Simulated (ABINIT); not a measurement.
## A GW chain in ABINIT: TiO2 (Imma)

It takes space group Imma (No. 74, orthorhombic). Conventional cell: a = 5.946 Å, b = 6.575 Å, c = 6.575 Å, α = 90.00°, β = 90.00°, γ = 90.00°. Ti has 6 O at 1.94 to 2.00 Å nearest. Nearest to Ti lie 6 O at 1.96 to 2.00 Å. Nearest to O lie 3 Ti at 1.94 to 2.00 Å. Nearest to O lie 3 Ti at 1.96 to 2.00 Å. Farther neighbours, and contacts between anions beyond the nearest, are not listed.

```
method               : RPA screening on LDA, plane waves, norm-conserving pseudopotentials (and 2 further levels or steps)
program              : ABINIT 10.8.3
settings             : cutoff 38 Ha, PseudoDojo scalar-relativistic 0.4.1 standard, norm-conserving, potential set dojo-sr-lda-0.4.1-standard, ngkpt (2, 2, 2), nband 249, ecuteps 3.9 Ha, inclvkb 2, shiftk (0, 0, 0), symchi 1, awtr 1, frequency ppm, 2×2×2 k-mesh
notes                : The program’s warnings: nproc spkpt=  >= nkpt= * nsppol=. The cell and positions are those that the Materials Project relaxed with its own functionals (PBE, PBE+U or r2SCAN), kept fixed. This is not the form that TiO2 usually takes at ambient conditions. The 2×2×2 mesh is coarse for this cell, which bears on the long-range parts of exchange and screening.
LDA gap              : 1.78 eV, direct
G0W0 gap on the mesh : 3.23 eV
GW settings          : 2×2×2 mesh, 249 bands, screening to 106.1 eV, Godby-Needs plasmon pole
known limits         : short of the basis limit; coarse k mesh
```

G0W0 moves the gap on the mesh from 1.78 eV to 3.23 eV (+1.45 eV), with Z of 0.77 and 0.78 at the edges. Local fields lower the RPA ε∞ on this mesh from 10.15 to 9.70; a Γ-centred mesh this coarse tends to raise both, most where the direct gap is narrow, while a short band sum lowers them.

[Long decimals in the printed logs are rounded to 6 places.]

[Logs are printed without paths, hosts, clocks, repeated set-up lines and the standing remarks that a program may print on its own settings, such as how far it seeks lower states.]

[Paths, hosts, dates, memory and timing lines, banners, echoed tables and standing remarks are left out of the program output; an Ansatz launch command may be rebuilt from the run's recorded settings. Measured values are a selection of at most five: reports struck by readers or far from the other reports are left out. None is set beside runs whose start may be inverted or whose files or cutoffs have a known fault.]

[Runs of the session that timed out or met a known fault of the program may be left out.]

[Hosts, paths, dates, database ids (printed as entryN), source tags and the programs' standing remarks are cut or masked in the printed files.]

[G0W0 gaps are taken among the corrected bands and points alone; a level outside them can change the order at an edge.]

[Where Ansatz stands beside ABINIT at settings called matched, ABINIT's density can come from a denser mesh and the files from another edition; pairs whose starting gaps differed by over 0.03 eV were left out, so agreement reads better than it is.]
